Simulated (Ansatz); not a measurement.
# ScCu (Pm-3m): phonons along a line and the smearing, part 2 of 2

Aim: see how the phonons of ScCu (Pm-3m) along the first symmetry line respond to the electronic smearing.

Ansatz 0.2.0; DFT PBEsol, scalar-relativistic, plane waves, PAW; PAW set soft_1.

So far. Step 2 (Relaxing cell and atoms): The largest force is now zero by symmetry and the largest stress component 0.0068 GPa, small enough for phonons. Step 4 (Phonons along a line: Fermi–Dirac smearing of 0.25 eV): Against step 3 (now smearing width 0.25 eV), the free energy moves by -68.9 meV an atom. The relaxed cell has a = 3.211 Å (conventional setting).

### Step 5. Wavevectors along a line: Fermi–Dirac smearing of 0.04 eV (continued)

Each wavevector solved by linear response. The frequency by |q| along the line:

```
|q| along the line (Å⁻¹)  mode 1 (cm⁻¹)  mode 2 (cm⁻¹)  mode 3 (cm⁻¹)  mode 4 = mode 5 (cm⁻¹)  mode 6 (cm⁻¹)
                   0.000              0              0              0                     193            193
                   0.122           20.6           20.6           33.2                     193            195
                   0.367           60.8           60.8           87.3                     187            206
                   0.612           96.6           96.6            110                     175            225
                   0.856            107            124            124                     157            238
```

Against step 3 (now smearing width 0.04 eV), the free energy moves by +9.0 meV an atom.

### Step 6. Wavevectors along a line: Methfessel–Paxton smearing of 0.2 eV

The smearing blurs the Fermi surface that screens the phonons; a Methfessel–Paxton width blurs it less than a thermal one.

Contents of input.yaml:

```yaml
crystal:
  lattice:
    - [3.2108082147, 0.0, 0.0]
    - [0.0, 3.2108082147, 0.0]
    - [0.0, 0.0, 3.2108082147]
  atoms:
    - { symbol: Sc, position: [0.5, 0.5, 0.5] }
    - { symbol: Cu, position: [0.0, 0.0, 0.0] }
kpoints:
  mp_grid: { grid: [16, 16, 16] }
hamiltonian:
  xc: pbesol
  pseudopotentials: { kind: paw, azcp: { folder: soft_1 }, xc_functional: pbe }
scf:
  occupations: { method: methfessel_paxton, width: 0.2 }
output:
  eigenvalues: true
phonons:
  method: dfpt
  qpoints:
    - [0, 0, 0]
    - [0.0, 0.0625, 0.0]
    - [0.0, 0.1875, 0.0]
    - [0.0, 0.3125, 0.0]
    - [0.0, 0.4375, 0.0]
```

Started as:

```console
$ ansatz run input.yaml --threads 4 --pin off --max-ram 12288MiB --backend cpu --events-out ev --progress --plain --runs-dir out
```

Numbers of over 12 decimals in the logs are rounded to 6 here.

The log of the run:

```text
[...]
Crystal: 2 atoms, lattice volume = 33.101 Å³
Basis set: ecut = 420 eV, 619 PW (Γ), exchange–correlation on 48×48×48 points (8 copies of the dense FFT grid, shifted against one another)
Bands: 19, of which v1, the nominal top of the filled ones, is band 15 counted from 1 (14 counted from 0)
Symmetry: 48 space group operations
k-points: 165 of 4096
[...]
SCF iter   1: F=—  HF=-8710.504314 eV  |F-HF|=—  |Δ(HF+E_count)|=         —  Δρ=9.66e-1  dr2=2.61e2  ethr=3.10e-3  ⟨swp⟩=4.5  Hψ=24487  notcnv=0
[...]
SCF iter  14: F=-8700.692596 eV  HF=-8700.692596 eV  |F-HF|=0.00e0  |Δ(HF+E_count)|=  1.82e-12  S|Δr|=    0.00e0  Δρ=1.79e-8  dr2=2.38e-14  ethr=1.00e-12  ⟨swp⟩=8.7  Hψ=15220  notcnv=0
SCF 1 converged in 14 iterations: F = -8700.692596 eV  dr2 = 2.38e-14
[...]
SCF converged after 14 iterations
Stability not checked: this state was not tested for a lower state beside it, because cold or Methfessel-Paxton smearing, or corrected tetrahedra, fill the levels in a way that the test cannot read (fill_not_monotonic; see scf.lower_state_search)
Free energy (F): -8700.692596 eV
[...]
Internal energy: -8700.695533 eV  (E = F + TS)
E sigma→0 (E₀):  -8700.693330 eV
Entropy (-TS):   0.002937 eV (1.469 meV/atom)
Fermi energy:    12.886989 eV
[...]
--- Band table (eV; the first three rows and the last of 165) ---
  k-point 0: bands = [... 11 lower, 9.8457, 9.8457, 9.8457, 13.4429, 13.4429, 16.2385, 16.2385, 16.2385, ... 4 higher]
  k-point 1: bands = [... 11 lower, 9.8410, 9.8410, 9.8497, 13.4342, 13.4414, 16.1170, 16.1170, 16.2347, ... 4 higher]
  k-point 2: bands = [... 11 lower, 9.8279, 9.8279, 9.8611, 13.4088, 13.4158, 15.8161, 15.8161, 16.2239, ... 4 higher]
  k-point 164: bands = [... 11 lower, 10.2231, 10.2231, 11.3459, 11.3459, 11.3459, 16.1399, 17.0033, 17.0033, ... 4 higher]
[...]
ASR residual: 9.732e-6 → 0.000e0 eV/Å²; symmetrization residual: 1.694e-6 eV/Å²
  ASR residual per site (eV/Å²): 9.73e-6 1.47e-6
  Γ frequencies (cm⁻¹): 0.00 0.00 0.00 193.26 193.26 193.26
[...]
--- Phonons (arbitrary-q DFPT): 5 explicit q-points ---
[...]
```

Run time: 4.2 min. Hardware: 4 threads of Arm Neoverse V2, shared host; peak memory 2.3 GiB; 16 min of CPU time.

Each wavevector solved by linear response. The frequency by |q| along the line:

```
|q| along the line (Å⁻¹)  mode 1 (cm⁻¹)  mode 2 (cm⁻¹)  mode 3 (cm⁻¹)  mode 4 = mode 5 (cm⁻¹)  mode 6 (cm⁻¹)
                   0.000              0              0              0                     193            193
                   0.122           20.4           20.4           33.1                     193            195
                   0.367           60.9           60.9           87.4                     187            206
                   0.612           96.8           96.8            111                     175            226
                   0.856            108            125            125                     158            240
```

Against step 3 (now occupations Methfessel-Paxton and smearing width 0.2 eV), the free energy moves by +11.1 meV an atom.

### Step 7. The lowest branch at each setting

The lowest frequency by |q| along the line:

```
|q| along the line (Å⁻¹)  fermi dirac 0.1 eV, k 16x16x16 (cm⁻¹)  fermi dirac 0.25 eV, k 16x16x16 (cm⁻¹)  fermi dirac 0.04 eV, k 16x16x16 (cm⁻¹)  methfessel paxton 0.2 eV, k 16x16x16 (cm⁻¹)
                   0.000                                      0                                       0                                       0                                            0
                   0.122                                   20.3                                    20.3                                    20.6                                         20.4
                   0.367                                   60.5                                    60.0                                    60.8                                         60.9
                   0.612                                   96.2                                    95.9                                    96.6                                         96.8
                   0.856                                    107                                     105                                     107                                          108
```

### Step 8. Outcome

* phonon run of the rows without a label of their own: PBEsol, k 16×16×16
* lowest branch at the last solved point, Fermi–Dirac 0.1 eV: 107 cm⁻¹ at |q| = 0.856 Å⁻¹
* lowest branch at the last solved point, Fermi–Dirac 0.25 eV: 105 cm⁻¹ at |q| = 0.856 Å⁻¹
* lowest branch at the last solved point, Fermi–Dirac 0.04 eV: 107 cm⁻¹ at |q| = 0.856 Å⁻¹
* lowest branch at the last solved point, Methfessel–Paxton 0.2 eV: 108 cm⁻¹ at |q| = 0.856 Å⁻¹

No branch softens by more than 4 % of the top frequency as the smearing narrows, so no anomaly that hangs on the smearing shows at these points. The line holds 5 wavevectors, so a narrow dip between them would be missed. Between Fermi–Dirac 0.25 eV and Fermi–Dirac 0.04 eV the largest change, with modes counted by rank of frequency, is in mode 3 at |q| = 0.612 Å⁻¹, from 106 to 110 cm⁻¹. Where branches cross, a count by rank can hide a softening. At the narrowest width the k mesh may not resolve the Fermi surface, so part of the change can be mesh noise. The PAW files were made for PBE; under other functionals the run regenerates their frozen core.

[Logs are printed without paths, hosts, clocks, repeated set-up lines and the standing remarks that a program may print on its own settings, such as how far it seeks lower states.]

[Hosts, paths, dates, database ids (printed as entryN), source tags and the programs' standing remarks are cut or masked in the printed files.]
